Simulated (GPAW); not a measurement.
## How the form of the self-energy moves the gap of PtS2 (P-3m1)

Aim: compare treatments of exchange, screening and correlation for the gap of PtS2 (P-3m1).

Method: PBE and many-body steps on it, plane waves, in GPAW 26.7.0.

Most raw output is cut from this account.

### 1. Starting point

Symmetry: P-3m1, No. 164, trigonal system. Conventional cell: a = 3.549 Å, b = 3.549 Å, c = 5.597 Å, α = 90.00°, β = 90.00°, γ = 120.00°. Nearest to Pt lie 6 S at 2.39 Å. Nearest to S lie 3 Pt at 2.39 Å. Farther neighbours and most contacts between anions are not listed.

Structure file:

```
Pt S
1.0
     3.54874    0.00000    0.00000
    -1.77437    3.07330    0.00000
     0.00000    0.00000    5.59707
Pt S
1 2
Cartesian
  0.0000 0.0000 0.0000
  1.7744 1.0244 4.3638
  0.0000 2.0489 1.2332
```

The cell and positions are those that the Materials Project relaxed with its own functionals (PBE, PBE+U or r2SCAN), kept fixed. Spin-orbit coupling is left out unless a step names it.

### 2. Empty states on the mesh, 3×3×2 mesh, 402 bands

This step: GPAW 26.7.0; DFT, PBE, plane waves, PAW.

The sums over transitions need many empty states on a uniform mesh; this step solves for them.

run.py

```python
import json
import numpy as np
from gpaw.mpi import world
from gpaw import GPAW

calc = GPAW('gs.gpw').fixed_density(kpts={'size': (3, 3, 2), 'gamma': True},
    parallel={'domain': 1, 'band': 1},
    txt='nscf.txt')
calc.diagonalize_full_hamiltonian(nbands=402)
calc.write('full.gpw', mode='all')
res = {}
kpts = calc.get_ibz_k_points()
res['kpts'] = kpts
res['eigenvalues'] = [calc.get_eigenvalues(kpt=k) for k in range(len(kpts))]
res['n_electrons'] = calc.get_number_of_electrons()

if world.rank == 0:
    with open('result.json', 'w') as f:
        json.dump(res, f, default=lambda x: x.tolist())
```

Command:

```
$ mpirun -n 4 gpaw python run.py
```

Run time: 10 s. Hardware: 4 MPI ranks of Arm Neoverse V1, shared host; peak memory 1.1 GiB.

This step gave:

| Item | Value |
| --- | --- |
| gap | 1.520 eV |
| k of the valence top | 0, 0, 0 |
| k of the conduction bottom | 0.3333, 0.3333, 0 |
| least direct gap | 2.400 eV |
| k points computed | 6 |
| lowest point of the top converged band, above the valence top | 187.6810 eV |

On this mesh the gap is 1.520 eV.

### 3. G0W0, Godby-Needs plasmon pole

Now the one-shot GW correction: screening in the RPA, then the self-energy of the levels asked for.

This step: G0W0 on PBE, plane waves, PAW.

run.py

```python
import json
import numpy as np
from gpaw.mpi import world
from gpaw.response.g0w0 import G0W0

gw = G0W0('full.gpw',
    filename='gw',
    kpts=[0, 3, 4],
    bands=(12, 16),
    ecut=120,
    nbands=182,
    integrate_gamma='WS',
    ppa=True)
gw.calculate()
res = {mode: {k: v for k, v in r.items() if k != 'sigma_eskwn'}
       for mode, r in gw.all_results.items()}

if world.rank == 0:
    with open('result.json', 'w') as f:
        json.dump(res, f, default=lambda x: x.tolist())
```

Command:

```
$ mpirun -n 4 gpaw python run.py
```

Wall time 24 s (4 MPI ranks); peak memory 1.2 GiB.

Numbers from this step:

* G0W0 gap on the points computed: 2.517 eV
* least direct G0W0 gap on the computed points: 3.258 eV
* Z at the valence top: 0.7718
* Z at the conduction bottom: 0.7853
* starting gap on the mesh: 1.520 eV
* k of the valence top: 0, 0, 0
* k of the conduction bottom: 0.3333, 0.3333, 0

The gap on the mesh goes from 1.52 eV to 2.52 eV, a correction of +1.00 eV.

### 4. One-shot HSE06

This step: one-shot HSE06 levels on PBE orbitals, plane waves, PAW.

run.py

```python
import json
import numpy as np
from gpaw.mpi import world
from gpaw.hybrids.eigenvalues import non_self_consistent_eigenvalues

dft, vxc, vxc_hyb = non_self_consistent_eigenvalues('full.gpw', 'HSE06', 12, 16, kpt_indices=[0, 3, 4])
res = {'dft': dft[0], 'hybrid': (dft - vxc + vxc_hyb)[0]}
if world.rank == 0:
    with open('hybrid.txt', 'w') as f:
        for k, e0, e1 in zip([0, 3, 4], res['dft'], res['hybrid']):
            print(k, ' '.join(f'{x:9.4f}' for x in e0), '|', ' '.join(f'{x:9.4f}' for x in e1), file=f)

if world.rank == 0:
    with open('result.json', 'w') as f:
        json.dump(res, f, default=lambda x: x.tolist())
```

Command:

```
$ mpirun -n 4 gpaw python run.py
```

It took 3 s on 4 MPI ranks; peak memory 0.48 GiB.

Numbers from this step:

- starting gap on the mesh: 1.520 eV
- hybrid gap on the mesh: 2.123 eV
- least direct hybrid gap on the computed points: 3.297 eV

### 5. G0W0, extrapolated in the cutoff

This step: G0W0 on PBE, plane waves, PAW.

run.py

```python
import json
import numpy as np
from gpaw.mpi import world
from gpaw.response.g0w0 import G0W0

gw = G0W0('full.gpw',
    filename='gw',
    kpts=[0, 3, 4],
    bands=(12, 16),
    ecut=200.0,
    integrate_gamma='WS',
    ppa=True,
    ecut_extrapolation=True)
gw.calculate()
res = {mode: {k: v for k, v in r.items() if k != 'sigma_eskwn'}
       for mode, r in gw.all_results.items()}

if world.rank == 0:
    with open('result.json', 'w') as f:
        json.dump(res, f, default=lambda x: x.tolist())
```

Command:

```
$ mpirun -n 4 gpaw python run.py
```

It took 3.7 min on 4 MPI ranks; peak memory 1.4 GiB; 15 min of CPU time.

Numbers from this step:

```
quasiparticle gap on the points computed              : 2.650 eV
least direct quasiparticle gap on the computed points : 3.294 eV
Z at the valence top                                  : 0.7693
Z at the conduction bottom                            : 0.7812
starting gap on the mesh                              : 1.520 eV
k of the valence top                                  : 0, 0, 0
k of the conduction bottom                            : 0.3333, 0.3333, 0
gaps at the cutoffs of the extrapolation              : 2.575, 2.583, 2.590 eV
```

Against G0W0 in GPAW (3×3×2 mesh, 182 bands, screening to 120 eV, Godby-Needs plasmon pole), the gap moves by +0.133 eV.

### 6. One-shot Hartree-Fock

This step: one-shot Hartree-Fock levels on PBE orbitals, plane waves, PAW.

run.py

```python
import json
import numpy as np
from gpaw.mpi import world
from gpaw.hybrids.eigenvalues import non_self_consistent_eigenvalues

dft, vxc, vxc_hyb = non_self_consistent_eigenvalues('full.gpw', 'EXX', 12, 16, kpt_indices=[0, 3, 4])
res = {'dft': dft[0], 'hybrid': (dft - vxc + vxc_hyb)[0]}
if world.rank == 0:
    with open('hybrid.txt', 'w') as f:
        for k, e0, e1 in zip([0, 3, 4], res['dft'], res['hybrid']):
            print(k, ' '.join(f'{x:9.4f}' for x in e0), '|', ' '.join(f'{x:9.4f}' for x in e1), file=f)

if world.rank == 0:
    with open('result.json', 'w') as f:
        json.dump(res, f, default=lambda x: x.tolist())
```

Command:

```
$ mpirun -n 4 gpaw python run.py
```

Elapsed: 3 s, on 4 MPI ranks; peak memory 0.46 GiB.

Numbers from this step:

| Property | Result |
| --- | --- |
| starting gap on the mesh | 1.520 eV |
| hybrid gap on the mesh | 6.571 eV |
| least direct hybrid gap on the computed points | 7.865 eV |

### 7. G0W0, full frequency, Hilbert transform

This step: G0W0 on PBE, plane waves, PAW.

run.py

```python
import json
import numpy as np
from gpaw.mpi import world
from gpaw.response.g0w0 import G0W0

gw = G0W0('full.gpw',
    filename='gw',
    kpts=[0, 3, 4],
    bands=(12, 16),
    ecut=120,
    nbands=182,
    integrate_gamma='WS',
    frequencies={'type': 'nonlinear', 'domega0': 0.1, 'omega2': 15.0},
    eta=0.1,
    nblocksmax=True)
gw.calculate()
res = {mode: {k: v for k, v in r.items() if k != 'sigma_eskwn'}
       for mode, r in gw.all_results.items()}

if world.rank == 0:
    with open('result.json', 'w') as f:
        json.dump(res, f, default=lambda x: x.tolist())
```

Command:

```
$ mpirun -n 4 gpaw python run.py
```

Run time: 80 s. Hardware: 4 MPI ranks; peak memory 1.9 GiB; 5.3 min of CPU time.

Numbers from this step:

- G0W0 gap on the points computed: 2.483 eV
- least direct G0W0 gap on the computed points: 3.216 eV
- starting gap on the mesh: 1.520 eV
- k of the valence top: 0, 0, 0
- k of the conduction bottom: 0.3333, 0.3333, 0

Against G0W0 in GPAW (3×3×2 mesh, 182 bands, screening to 120 eV, Godby-Needs plasmon pole), the gap moves by −0.034 eV.

### 8. Side by side

Times are wall times on 4 MPI ranks of Arm Neoverse V1, shared host, good to a factor of about two.

```tsv
run	mesh	bands	screening cutoff (eV)	DFT gap (eV)	gap on the mesh (eV)	direct (eV)	time
G0W0, Godby-Needs plasmon pole	3×3×2	182	120	1.520	2.517	3.258	24 s
one-shot HSE06	3×3×2	-	-	1.520	2.123	3.297	3 s
G0W0, extrapolated in the cutoff	3×3×2	-	200	1.520	2.650	3.294	3.7 min
one-shot Hartree-Fock	3×3×2	-	-	1.520	6.571	7.865	3 s
G0W0, full frequency, Hilbert transform	3×3×2	182	120	1.520	2.483	3.216	80 s
```

### 9. Results

```yaml
g0w0_godby_needs_plasmon_pole: 2.517 eV
one_shot_hse06: 2.123 eV
g0w0_extrapolated_in_the_cutoff: 2.650 eV
one_shot_hartree_fock: 6.571 eV
g0w0_full_frequency_hilbert_transform: 2.483 eV
known_limits: not at the basis limit; no spin polarisation; d states lean on the start; no spin-orbit coupling; coarse k mesh
```

What this shows: One-shot HSE06: −0.394 eV against G0W0, Godby-Needs plasmon pole. G0W0, extrapolated in the cutoff: +0.133 eV against G0W0, Godby-Needs plasmon pole, at other bands or cutoff, so not like for like. One-shot Hartree-Fock: +4.055 eV against G0W0, Godby-Needs plasmon pole. G0W0, full frequency, Hilbert transform: −0.034 eV against G0W0, Godby-Needs plasmon pole. Bare exchange alone opens the gap to 6.57 eV; against G0W0, correlation takes back 4.05 eV. One-shot hybrid levels are evaluated on the PBE orbitals. Bands and cutoff are finite, so the gap is not at the basis limit. The miss can reach some tenths of an eV and take either sign; the mesh is an error of its own. These stock PAW sets were not made for GW. In the G0W0 runs levels were corrected at 3 k points alone, so a gap called «on the mesh» is the least over those, and an edge elsewhere would be missed. The program warns of a poor linear fit in the extrapolation of some level, so the extrapolated values are rough. A denser mesh or path gives a starting gap of 1.30 eV: the GW mesh misses a band edge, so its gaps are not the fundamental one. The 3×3×2 mesh is coarse for this cell, which bears on the long-range parts of exchange and screening. The runs have no spin polarisation. For a closed low-spin shell that is the natural state; where a d or f shell is open it is a constraint, and the gap is then not the crystal's own. With d states at the gap, one-shot GW leans hard on its start. The many-body steps are scalar-relativistic: spin-orbit coupling is not in them.

[Paths, hosts, dates, memory and timing lines, banners, echoed tables and standing remarks are left out of the program output.]

[Logs are printed without paths, hosts, clocks, repeated set-up lines and the standing remarks that a program may print on its own settings, such as how far it seeks lower states.]

[Runs of the session that timed out or met a known fault of the program may be left out.]

[Hosts, paths, dates, database ids (printed as entryN), source tags and the programs' standing remarks are cut or masked in the printed files.]
